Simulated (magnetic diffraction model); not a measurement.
**Pr4Cd3S6O3 below its ordering temperature**

Space group R3 (no. 146), a = 6.6150 Å, c = 27.1450 Å.

```
site  atom       x       y       z
  3a    Pr       0       0  0.2984
  3a    Pr     2/3     1/3  0.0701
  3a    Pr     2/3     1/3  0.1993
  3a    Pr     1/3     2/3  0.0907
  3a    Cd     1/3     2/3  0.2430
  3a    Cd       0       0  0.1625
  3a    Cd       0       0  0.0008
  9b     S  0.3960  0.9966  0.0175
  9b     S  0.7314  0.1168  0.2545
  9b     O  0.4399  0.9761  0.1429
```

This is a made-up structure (elements placed in a structure type, unrelaxed), so the numbers test the method and describe no known phase.

Only Pr is taken to order (form factors of Pr3+); orders and moment sizes are assumed, and not adapted to the symmetry. Radiation: neutrons of λ = 1.8 Å (absorption by Cd left out), 3° to 30°; isotropic B of 0.17 Å² (Pr), 0.2 Å² (Cd), 0.27 Å² (S) and 0.37 Å² (O). Simulated constant-wavelength pattern: nuclear and magnetic terms add, the magnetic one as |2.695 fm × Σ f S⊥ exp(2πi Q·r) exp(−B s²)|², summed over all Q at one angle with the factor 1/(sin²θ cos θ). For a modulated order the moment at position r is S exp(−2πi k·r) + c.c., with S = m/2 for a sine wave of amplitude m and S = m(u + iv)/2 for moments turning in a plane, u and v being orthogonal unit vectors in it; the phase factor of the sum at Q = H + k is then exp(2πi H·r). Free-ion form factors, Sears's scattering lengths of 1992, no absorption; a label names one of the reflections at its angle. The strongest nuclear line in the range is 100, and lines under 0.2 are left out.

Above the ordering temperature:

| 2θ (°) | index | I |
| --- | --- | --- |
| 11.42 | (0 0 3) | 51.0 |
| 18.48 | (1 0 1) | 21.8 |
| 19.64 | (0 1 2) | 100.0 |
| 22.95 | (0 0 6) | 34.9 |
| 23.73 | (1 0 4) | 16.5 |
| 26.41 | (0 1 5) | 0.3 |

Below it (cell unchanged):

```tsv
2θ (°)	I
10.41	33.9
11.08	83.5
11.42	51.0
12.90	18.3
15.47	72.9
18.48	21.8
18.49	39.1
19.64	100.0
20.90	8.2
21.25	20.4
21.79	7.1
22.27	5.0
22.95	34.9
23.73	16.5
23.88	23.7
25.26	37.9
25.97	15.5
26.41	0.3
27.77	9.0
28.04	22.4
28.45	3.3
28.83	5.5
28.86	10.9
```

**Question.** Check that the new lines index with k = (1/3 1/3 0), then choose among these models:
A. moments turning in the plane of [001] and [100], 2 μB on Pr; signs + at (0, 0, 0.2984), − at (2/3, 1/3, 0.0701), − at (2/3, 1/3, 0.1993), − at (1/3, 2/3, 0.0907)
B. moments turning in the plane of [100] and [010], 2 μB on Pr; signs + at (0, 0, 0.2984), − at (2/3, 1/3, 0.0701), − at (2/3, 1/3, 0.1993), − at (1/3, 2/3, 0.0907)
C. a sine wave with moments along [010] (amplitudes given), 2 μB on Pr; signs + at (0, 0, 0.2984), − at (2/3, 1/3, 0.0701), − at (2/3, 1/3, 0.1993), − at (1/3, 2/3, 0.0907)
D. a sine wave with moments along [100] (amplitudes given), 2 μB on Pr; signs + at (0, 0, 0.2984), − at (2/3, 1/3, 0.0701), − at (2/3, 1/3, 0.1993), − at (1/3, 2/3, 0.0907)

The new lines index as (1/3 1/3 0) at 10.41°, (2/3 -1/3 1) at 11.08°, (-1/3 2/3 2) at 12.90° and (1/3 1/3 3) at 15.47°, that is as H ± k with k = (1/3 1/3 0), one of 3 inequivalent arms of its star (k and −k counted as one), which a powder can't tell apart. Satellites come in pairs about each point of the reciprocal lattice.

Magnetic intensity, observed (below minus above) and for each model:

| 2θ (°) | index | observed | A | B | C | D |
| --- | --- | --- | --- | --- | --- | --- |
| 10.41 | (1/3 1/3 0) | 33.9 | 59.3 | 33.9 | 25.4 | 25.4 |
| 11.08 | (2/3 -1/3 1) | 83.5 | 99.4 | 83.5 | 33.5 | 33.5 |
| 15.47 | (1/3 1/3 3) | 72.9 | 63.2 | 72.9 | 41.8 | 41.8 |
| 18.49 | (2/3 -1/3 4) | 39.1 | 26.1 | 39.1 | 18.6 | 18.6 |
| 21.25 | (-2/3 4/3 1) | 20.4 | 26.9 | 20.4 | 7.8 | 7.8 |
| 23.88 | (2/3 2/3 3) | 23.7 | 30.3 | 23.7 | 15.5 | 15.5 |
| 25.26 | (1/3 1/3 6) | 37.9 | 23.4 | 37.9 | 19.9 | 19.9 |
| 28.04 | (4/3 1/3 1) | 22.4 | 35.3 | 22.4 | 13.7 | 13.7 |

Model B matches.

The structure used: k = (1/3 1/3 0), moments turning in the plane of [100] and [010], 2 μB on Pr; signs + at (0, 0, 0.2984), − at (2/3, 1/3, 0.0701), − at (2/3, 1/3, 0.1993), − at (1/3, 2/3, 0.0907).

[Logs are printed without paths, hosts, clocks, repeated set-up lines and the standing remarks that a program may print on its own settings, such as how far it seeks lower states.]
